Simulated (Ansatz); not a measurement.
# LiPtF3 (built on the sites of a database entry of KPdF3): a soft mode frozen in

Aim: this structure of LiPtF3 (built on the sites of a database entry of KPdF3) is to be tested for unstable modes, and one is followed downhill.

Program: Ansatz 0.2.0. Level of theory: DFT LDA, scalar-relativistic, plane waves, PAW. Results are calculated unless marked as measured.

Most raw output is cut from this account.

The structure was built from a prototype and need not be the compound's stable phase.

## (1) Set-up

The structure is cubic, space group Pm-3m (No. 221). Conventional cell: a = 4.209 Å, b = 4.209 Å, c = 4.209 Å, α = 90.00°, β = 90.00°, γ = 90.00°. Nearest to Li lie 12 F at 2.98 Å. Nearest to Pt lie 6 F at 2.10 Å. F has 2 Pt at 2.10 Å nearest. Farther neighbours and most contacts between anions are not listed.

As a file:

```cif
data_structure
_symmetry_space_group_name_H-M 'P 1'
_symmetry_Int_Tables_number 1
_cell_length_a 4.2089
_cell_length_b 4.2089
_cell_length_c 4.2089
_cell_angle_alpha 90.000
_cell_angle_beta 90.000
_cell_angle_gamma 90.000
_cell_volume 74.56
loop_
_atom_site_label
_atom_site_type_symbol
_atom_site_fract_x
_atom_site_fract_y
_atom_site_fract_z
_atom_site_occupancy
Li1 Li 0.50000 0.50000 0.50000 1
Pt2 Pt 0.00000 0.00000 0.00000 1
F3 F 0.00000 0.50000 0.00000 1
F4 F 0.00000 0.00000 0.50000 1
F5 F 0.50000 0.00000 0.00000 1
```

## (2) Phonons on a q mesh

The cell comes from relaxations at this level that are not shown. Stability and thermal properties need the whole zone. Linear response on a 4×4×4 q mesh gives force constants as far as a supercell of that size would.

File input.yaml:

```yaml
crystal:
  lattice:
    - [4.2088759491, 0.0, 0.0]
    - [0.0, 4.2088759491, 0.0]
    - [0.0, 0.0, 4.2088759491]
  atoms:
    - { symbol: Li, position: [0.5, 0.5, 0.5] }
    - { symbol: Pt, position: [0.0, 0.0, 0.0] }
    - { symbol: F, position: [0.0, 0.5, 0.0] }
    - { symbol: F, position: [0.0, 0.0, 0.5] }
    - { symbol: F, position: [0.5, 0.0, 0.0] }
kpoints:
  mp_grid: { grid: [8, 8, 8] }
hamiltonian:
  xc: lda
scf:
  occupations: { method: methfessel_paxton, width: 0.2 }
output:
  eigenvalues: true
phonons:
  method: dfpt
  qmesh: [4, 4, 4]
  temperatures: { t_max: 1000, t_step: 50 }
  qpath:
    path:
      - [[0.0, 0.0, 0.0], [0.0, 0.5, 0.0], [0.5, 0.5, 0.0], [0.0, 0.0, 0.0], [0.5, 0.5, 0.5], [0.0, 0.5, 0.0]]
      - [[0.5, 0.5, 0.5], [0.5, 0.5, 0.0]]
    npoints: 10
```

Run with:

```sh
$ ansatz run input.yaml --threads 8 --pin off --max-ram 14336MiB --backend cpu --events-out ev --progress --plain --runs-dir out
```

Run time: 11 min. Hardware: 8 threads of Arm Neoverse N1, shared host; peak memory 2.3 GiB; 86 min of CPU time.

This step gave:

* volume per atom: 14.91 Å³
* gap on the k-mesh: 0 eV
* sum-rule residual before enforcement: 1.81e-5 eV/Å²
* lowest frequency on the path: -225.4 cm⁻¹
* point group: m-3m
* highest frequency on the path or at a solved wavevector: 509.9 cm⁻¹
* highest optical mode at the zone centre (no LO-TO term): 509.9 cm⁻¹
* lowest optical zone-centre mode: -219.8 cm⁻¹
* lowest mode on the q mesh (acoustic modes at Γ apart): -225.4 cm⁻¹

Frequencies (cm⁻¹) solved at each irreducible wavevector; negative means imaginary. Frequencies by wavevector, by row:

| q in reciprocal lattice units | star | mode 1 | mode 2 | mode 3 | mode 4 | mode 13 | mode 14 | mode 15 |
| --- | --- | --- | --- | --- | --- | --- | --- | --- |
| 0 0 0 | 1 | -219.8 | -219.8 | -219.8 | 0 | 509.9 | 509.9 | 509.9 |
| 0 0 0.25 | 6 | -215.8 | -215.8 | -161.2 | -33 | 395.3 | 509.7 | 509.7 |
| 0 0 -0.5 | 3 | -213.1 | -213.1 | -77.4 | -77.4 | 232.4 | 509.3 | 509.3 |
| 0 0.25 0.25 | 12 | -210.7 | -204.3 | -159.5 | -61.1 | 350.6 | 424.3 | 509.5 |
| 0 0.25 -0.5 | 12 | -206 | -199.7 | -153.9 | -103.6 | 211.4 | 401.1 | 509.1 |
| 0 -0.5 -0.5 | 3 | -196.7 | -186.7 | -186.7 | -134.2 | 212.4 | 282.6 | 508.8 |
| 0.25 0.25 0.25 | 8 | -210.8 | -210.8 | -160 | -72.8 | 350.5 | 350.5 | 447.1 |
| 0.25 0.25 -0.5 | 12 | -217.8 | -194.7 | -187.2 | -117.2 | 202.8 | 343.8 | 437.4 |
| 0.25 -0.5 -0.5 | 6 | -214.3 | -208.8 | -208.8 | -134.4 | 199.6 | 234.8 | 418 |
| -0.5 -0.5 -0.5 | 1 | -225.4 | -225.4 | -225.4 | -134.7 | 179.4 | 179.4 | 365.7 |

Interpolated from a 4×4×4 q mesh. Phonon branches along the path, in cm⁻¹:

| point | branch 1 | branch 2 | branch 3 | branch 4 | branch 12 | branch 13 | branch 14 | branch 15 |
| --- | --- | --- | --- | --- | --- | --- | --- | --- |
| Γ | -220 | -220 | -220 | 0 | 139 | 510 | 510 | 510 |
| halfway | -216 | -216 | -161 | -33 | 158 | 395 | 510 | 510 |
| X | -213 | -213 | -77 | -77 | 202 | 232 | 509 | 509 |
| halfway | -206 | -200 | -154 | -104 | 206 | 211 | 401 | 509 |
| M | -197 | -187 | -187 | -134 | 212 | 212 | 283 | 509 |
| halfway | -211 | -204 | -160 | -61 | 164 | 351 | 424 | 510 |
| Γ | -220 | -220 | -220 | 0 | 139 | 510 | 510 | 510 |
| halfway | -211 | -211 | -160 | -73 | 166 | 350 | 350 | 447 |
| R | -225 | -225 | -225 | -135 | 179 | 179 | 179 | 366 |
| halfway | -218 | -195 | -187 | -117 | 201 | 203 | 344 | 438 |
| X | -213 | -213 | -77 | -77 | 202 | 232 | 509 | 509 |
| jump to R | -225 | -225 | -225 | -135 | 179 | 179 | 179 | 366 |
| halfway | -214 | -209 | -209 | -134 | 200 | 200 | 235 | 418 |
| M | -197 | -187 | -187 | -134 | 212 | 212 | 283 | 509 |

Symmetry leaves 10 wavevectors to solve. The lowest mode among them, the acoustic zeros apart, lies at q = (-0.5, -0.5, -0.5) and is imaginary, 225.4i cm⁻¹, so the energy falls along it.

## (3) The mode frozen in, largest atomic shift 0 Å

The mode followed lies at Γ with frequency 219.9i cm⁻¹ and is 3-fold degenerate, one of the unstable modes though not the softest. At small amplitude the distorted cell has space group no. 38 by a symmetry search on the positions. The undistorted cell that holds it gives the zero of energy on the same k mesh.

input.yaml, the sections that differ from step 2:

```yaml
output:
  forces: true
  stress: true
  eigenvalues: true
# crystal, kpoints, hamiltonian, scf: as in step 2
# phonons: removed
```

It took 1.2 s on 8 threads; peak memory 0.42 GiB; 6.9 s of CPU time.

Numbers from this step:

* pressure: -0.003253 GPa
* energy from the undistorted cell: 0 meV/atom

The run ends at a pressure of 0.00 GPa.

## (4) The mode frozen in, largest atomic shift 0.6 Å

The atoms are moved along the unstable eigenvector, the largest shift by 0.6 Å, with the cell fixed.

input.yaml, the sections that differ from step 3:

```yaml
crystal:
  lattice:
    - [4.2088759491, 0.0, 0.0]
    - [0.0, 4.2088759491, 0.0]
    - [0.0, 0.0, 4.2088759491]
  atoms:
    - { symbol: Li, position: [0.5, 0.399197773, 0.399197773] }
    - { symbol: Pt, position: [0.0, 8.84512e-05, 8.84512e-05] }
    - { symbol: F, position: [0.0, 0.500115297, 0.0178994406] }
    - { symbol: F, position: [0.0, 0.0178994406, 0.500115297] }
    - { symbol: F, position: [0.5, 0.0178994406, 0.0178994406] }
# kpoints, hamiltonian, scf, output: as in step 3
```

The job ended after 4.1 s (8 threads; peak memory 0.56 GiB; 30 s of CPU time).

Numbers from this step:

```yaml
pressure: 0.2577 GPa
energy_from_the_undistorted_cell: -48.92 meV/atom
```

The energy, extrapolated to zero smearing, is -48.92 meV/atom against the undistorted cell.

The run ends at a pressure of 0.26 GPa, with forces up to 0.63 eV/Å.

## (5) Energy along the mode, all amplitudes (two of the runs are shown above)

An imaginary frequency means negative curvature, so the energy should fall and then rise again as anharmonic terms take over.

This step gave:

```
depth at the lowest point sampled  : 48.92 meV/atom
largest atomic shift at that point : 0.6 Å
```

The energy from the parent by largest atomic shift:

| largest atomic shift (Å) | energy from the parent (meV/atom) |
| --- | --- |
| 0.000 | 0 |
| 0.040 | -0.232 |
| 0.080 | -0.926 |
| 0.140 | -2.83 |
| 0.220 | -6.96 |
| 0.320 | -14.6 |
| 0.450 | -28.4 |
| 0.600 | -48.9 |

Displacement at unit largest shift by atom:

| atom | x (Å) | y (Å) | z (Å) | size |
| --- | --- | --- | --- | --- |
| Li1 | 0.000 | -0.707 | -0.707 | 1.000 |
| Pt2 | 0.000 | 0.001 | 0.001 | 0.001 |
| F3 | 0.000 | 0.001 | 0.126 | 0.126 |
| F4 | 0.000 | 0.126 | 0.001 | 0.126 |
| F5 | 0.000 | 0.126 | 0.126 | 0.178 |

The lowest of the steps tried is the last one, at 0.6 Å, 48.9 meV/atom below the parent; the bottom of the well need not coincide with a step.

## (6) Relaxing from the distorted cell

Starting from the lowest point found, all atoms and the cell are let go, so that strain and other modes of the same symmetry can join in.

Edit input.yaml of step 4 so:

```diff
@@ -21 +21,6 @@
   eigenvalues: true
+relax:
+  adjacent_minimum: "off"
+  f_tol: 0.002
+  max_steps: 120
+  cell: { stress_tol: 0.03 }
```

It took 1.7 min on 8 threads; peak memory 0.65 GiB.

Step by step:

| step | energy less that of the first step (eV) | largest force component (eV/Å) | pressure (GPa) | volume (Å³) |
| --- | --- | --- | --- | --- |
| 1 | 0.0000 | 0.4485 | 0.26 | 74.56 |
| 2 | -0.1476 | 0.4455 | -0.54 | 75.41 |
| 3 | -0.2798 | 0.1309 | 0.23 | 75.49 |
| 4 | -0.2681 | 0.3057 | -1.09 | 76.75 |
| 5 | -0.3024 | 0.0142 | -0.22 | 75.79 |
| 6 | -0.3124 | 0.0336 | -0.24 | 75.40 |
| 7 | -0.3159 | 0.0135 | -0.04 | 74.96 |
| 8 | -0.3162 | 0.0076 | 0.01 | 74.91 |
| 9 | -0.3162 | 0.0003 | 0.00 | 74.91 |
| 10* | -0.3438 | 0.0014 | 0.51 | 74.91 |
| 11 | -0.3615 | 0.0153 | -0.06 | 74.33 |
| 12 | -0.3615 | 0.0056 | -0.03 | 74.39 |
| 13 | -0.3615 | 0.0011 | -0.03 | 74.41 |
| 14 | -0.3616 | 0.0009 | 0.01 | 74.38 |
| 15* | -0.3642 | 0.0013 | 0.05 | 74.38 |
| 16 | -0.3673 | 0.0041 | 0.04 | 74.10 |
| 17 | -0.3673 | 0.0015 | 0.00 | 74.10 |
| 18* | -0.3663 | 0.0015 | -0.02 | 74.10 |
| 19 | -0.3671 | 0.0009 | -0.01 | 73.99 |
| 20* | -0.3665 | 0.0009 | -0.02 | 73.99 |
| 21 | -0.3668 | 0.0002 | 0.00 | 73.94 |
| 22* | -0.3665 | 0.0003 | 0.00 | 73.94 |

Relaxation steps marked * repeat the geometry before them on a plane-wave basis chosen anew for their cell, so energy and pressure can jump there. Relaxation step 4 was tried and not accepted.

The run keeps the 4 symmetry operations that it works with, so distortions that break them were not tested.

| cell as run | before | after | change |
| --- | --- | --- | --- |
| a (Å) | 4.209 | 4.209 | -0.0 % |
| b (Å) | 4.209 | 4.255 | +1.1 % |
| c (Å) | 4.209 | 4.255 | +1.1 % |
| α (°) | 90.00 | 76.01 | -15.5 % |
| volume (Å³/atom) | 14.91 | 14.79 | -0.8 % |

The atoms that moved most (Å, as changes of fractional coordinates times the final cell):

| atom | dx | dy | dz | length |
| --- | --- | --- | --- | --- |
| Li1 | 0.000 | -0.415 | -0.415 | 0.586 |
| F4 | 0.000 | 0.120 | 0.091 | 0.151 |
| F3 | 0.000 | 0.091 | 0.120 | 0.151 |
| Pt2 | 0.000 | 0.103 | 0.103 | 0.146 |
| F5 | 0.000 | 0.100 | 0.100 | 0.141 |

Final coordinates:

```xyz
5
Lattice="4.2086 0.0000 0.0000 0.0000 4.2234 0.5183 0.0000 0.5183 4.2234" Properties=species:S:1:pos:R:3 pbc="T T T"
Li    2.1043    1.4782    1.4782
Pt    0.0000    0.1038    0.1038
F     0.0000    2.2128    0.4551
F     0.0000    0.4551    2.2128
F     2.1043    0.1844    0.1844
```

This step gave:

- pressure: -0.002941 GPa
- volume per atom: 14.79 Å³

The distorted start has space group Amm2; the relaxation ends in Amm2.

## (7) The new phase in its own primitive cell

The relaxed structure is symmetrised, reduced to its primitive cell and relaxed tightly, as its phonons need.

File input.yaml:

```yaml
crystal:
  lattice:
    - [4.2086164145, 0.0, 0.0]
    - [0.0, 2.6199027694, 3.3528600829]
    - [0.0, -2.6199027694, 3.3528600829]
  atoms:
    - { symbol: Li, position: [0.5, 0.3117462763, 0.3117462763] }
    - { symbol: Pt, position: [0.0, 0.0218910379, 0.0218910379] }
    - { symbol: F, position: [0.0, 0.5185298095, 0.0441346152] }
    - { symbol: F, position: [0.0, 0.0441346152, 0.5185298095] }
    - { symbol: F, position: [0.5, 0.0388986635, 0.0388986635] }
kpoints:
  mp_grid: { grid: [10, 10, 10] }
hamiltonian:
  xc: lda
scf:
  occupations: { method: methfessel_paxton, width: 0.2 }
output:
  forces: true
  stress: true
  eigenvalues: true
relax:
  adjacent_minimum: "off"
  f_tol: 0.001
  max_steps: 60
  cell: { stress_tol: 0.01 }
```

Elapsed: 67 s, on 8 threads; peak memory 0.75 GiB; 8.5 min of CPU time.

Relaxation path:

| step | energy less that of the first step (eV) | largest force component (eV/Å) | pressure (GPa) | volume (Å³) |
| --- | --- | --- | --- | --- |
| 1 | 0.0000 | 0.0071 | 0.06 | 73.94 |
| 2 | 0.0000 | 0.0028 | -0.01 | 73.96 |
| 3 | -0.0002 | 0.0046 | 0.00 | 73.92 |
| 4 | -0.0002 | 0.0021 | 0.00 | 73.92 |
| 5 | -0.0002 | 0.0012 | 0.00 | 73.92 |
| 6 | -0.0002 | 0.0001 | 0.00 | 73.92 |
| 7* | -0.0002 | 0.0002 | 0.00 | 73.92 |
| 8 | -0.0001 | 0.0004 | 0.00 | 73.93 |
| 9* | -0.0001 | 0.0004 | 0.00 | 73.93 |

Relaxation steps marked * repeat the geometry before them on a plane-wave basis chosen anew for their cell, so energy and pressure can jump there.

Forces are held to the 4 operations that the run works with; a distortion that breaks them can't arise in this run.

| conventional cell, symmetrised | before | after | change |
| --- | --- | --- | --- |
| a (Å) | 4.209 | 4.200 | -0.2 % |
| b (Å) | 5.240 | 5.236 | -0.1 % |
| c (Å) | 6.706 | 6.724 | +0.3 % |
| volume (Å³/atom) | 14.79 | 14.79 | -0.0 % |

This step gave:

| Item | Value |
| --- | --- |
| pressure | 0.001063 GPa |

The largest force component left is 0.38 meV/Å and the pressure is 0.001 GPa, within the tolerances set. The cell now holds 14.79 Å³/atom.

## (8) Modes of the new phase, k-mesh 10×10×10

A relaxed structure may still be a saddle point, so its zone-centre modes are computed. No field response is asked, since the mesh shows no gap.

File input.yaml:

```yaml
crystal:
  lattice:
    - [4.1995890924, 0.0, 0.0]
    - [0.0, 2.6178068839, 3.3622047897]
    - [0.0, -2.6178068839, 3.3622047897]
  atoms:
    - { symbol: Li, position: [0.5, 0.3117459173, 0.3117459173] }
    - { symbol: Pt, position: [0.0, 0.0217103212, 0.0217103212] }
    - { symbol: F, position: [0.0, 0.51828323, 0.0439804636] }
    - { symbol: F, position: [0.0, 0.0439804636, 0.51828323] }
    - { symbol: F, position: [0.5, 0.0394804702, 0.0394804702] }
kpoints:
  mp_grid: { grid: [10, 10, 10] }
hamiltonian:
  xc: lda
scf:
  occupations: { method: methfessel_paxton, width: 0.2 }
output:
  eigenvalues: true
phonons:
  method: dfpt
```

It took 2.8 min on 8 threads; peak memory 1.8 GiB.

Numbers from this step:

```
sum-rule residual before enforcement                    : 3.60e-5 eV/Å²
point group                                             : mm2
highest optical mode at the zone centre (no LO-TO term) : 512.4 cm⁻¹
lowest optical zone-centre mode                         : -236.8 cm⁻¹
```

Patterns of degenerate modes are one choice out of their space. Modes at Γ, with each element's share of the kinetic energy (negative means imaginary):

| mode | frequency (cm⁻¹) | symmetry | Li % | Pt % | F % |
| --- | --- | --- | --- | --- | --- |
| 1 | -236.8 | B1 | 82 | 0 | 18 |
| 2 | -103.2 | B2 | 95 | 1 | 4 |
| 3 | 0.0 | acoustic | 3 | 75 | 22 |
| 4 | 0.0 | acoustic | 3 | 75 | 22 |
| 5 | 0.0 | acoustic | 3 | 75 | 22 |
| 6 | 34.6 | A2 | 0 | 0 | 100 |
| 7 | 112.7 | B2 | 0 | 1 | 99 |
| 8 | 131.5 | B2 | 2 | 16 | 81 |
| 9 | 171.2 | B1 | 15 | 15 | 70 |
| 10 | 176.8 | A1 | 20 | 8 | 72 |
| 11 | 254.4 | A1 | 0 | 8 | 92 |
| 12 | 441.0 | A1 | 77 | 0 | 23 |
| 13 | 445.0 | B2 | 0 | 7 | 93 |
| 14 | 487.7 | A1 | 0 | 9 | 91 |
| 15 | 512.4 | B1 | 0 | 10 | 90 |

Displacements in mode 1 (-236.8 cm⁻¹), the largest set to 1:
```
Li1  1.00  0.00  0.00
Pt2  0.00  0.00  0.00
F3  -0.20  0.00  0.00
F4  -0.20  0.00  0.00
F5  -0.01  0.00  0.00
```

Displacements in mode 6 (34.6 cm⁻¹), the largest set to 1:
```
Li1  0.00  0.00  0.00
Pt2  0.00  0.00  0.00
F3  -1.00  0.00  0.00
F4   1.00  0.00  0.00
F5   0.00  0.00  0.00
```

Before it was imposed, the acoustic sum rule was missed by 3.6e-5 eV/Å². Small misses are needed for a sound result but don't prove that mesh and cutoff are converged. The lowest optical mode is imaginary, 236.8i cm⁻¹, so the energy falls along it.

## (9) The phases reached

The phases reached along the modes that were followed are set side by side.

Energies are those of the first relaxation, on the mesh of the frozen mode; space group, volume and gap are those of the last relaxation. Phases, by row:

| mode frozen in | space group | energy from parent (meV/atom) | volume (Å³/atom) | gap on mesh (eV) | lowest zone-centre optical mode (cm⁻¹) | largest shift (Å) |
| --- | --- | --- | --- | --- | --- | --- |
| parent | Pm-3m | 0 | 14.91 | 0 | – | – |
| q = (-0.5, -0.5, -0.5), 225i cm⁻¹ | I4/mmm | -130.4 | 14.95 | 0 | – | 0.963 |
| q = (-0.5, -0.5, -0.5), 225i cm⁻¹ | R-3m | -167.6 | 15.15 | 0 | – | 1.289 |
| q = (-0.5, -0.5, -0.5), 225i cm⁻¹ | Imma | -212.5 | 14.03 | 0 | – | 1.311 |
| q = (0, 0, 0), 220i cm⁻¹ | P4/mmm | -144.7 | 15.21 | 0 | -88.7 | 1.662 |
| q = (0, 0, 0), 220i cm⁻¹ | R3m | -167.8 | 14.92 | 0 | 106.4 | 1.384 |
| q = (0, 0, 0), 220i cm⁻¹ | Amm2 | -122.2 | 14.79 | 0 | -236.8 | 1.175 |

## (10) Results

```
unstable mode of the parent                                                      : q = (0, 0, 0), 220i cm⁻¹
depth at the lowest point sampled                                                : 48.9 meV/atom
largest atomic shift at that point                                               : 0.6 Å
space group reached (within 0.01 Å)                                              : Amm2
energy gained over the parent (first relaxation, on the mesh of the frozen mode) : 122 meV/atom
volume per atom, phase reached                                                   : 14.8 Å³
lowest optical zone-centre mode, phase reached                                   : -237 cm⁻¹
highest optical mode at the zone centre (no LO-TO term), phase reached           : 512 cm⁻¹
```

Along this mode the structure falls into Amm2, 122 meV/atom below the parent. At the parent's cell the well is 48.92 meV/atom deep on the steps tried, with its lowest point at a shift of 0.6 Å. That is the last step tried, so the steps alone don't bracket the bottom of the well. Relaxing atoms and cell changes the gain by +73.29 meV/atom against the lowest step (energies at zero smearing). The new phase still has an imaginary mode at the zone centre of its cell, so it is a saddle point on the way to a lower structure. Of the 6 patterns followed to their end from this parent, this one ends 90.3 meV/atom above the lowest, Imma. Each path keeps the symmetry of its pattern, so a lower phase may lie along a pattern not tried. With no gap, or one that is small against the smearing, the frequencies hang on the k mesh and the smearing, most of all near Kohn anomalies. Spin-orbit coupling is left out, which can matter for the heavy elements here. The starting cell was built on a prototype and not taken from a measurement, so the phase need not exist.

[Logs are printed without paths, hosts, clocks, repeated set-up lines and the standing remarks that a program may print on its own settings, such as how far it seeks lower states.]

[Hosts, paths, dates, database ids (printed as entryN), source tags and the programs' standing remarks are cut or masked in the printed files.]
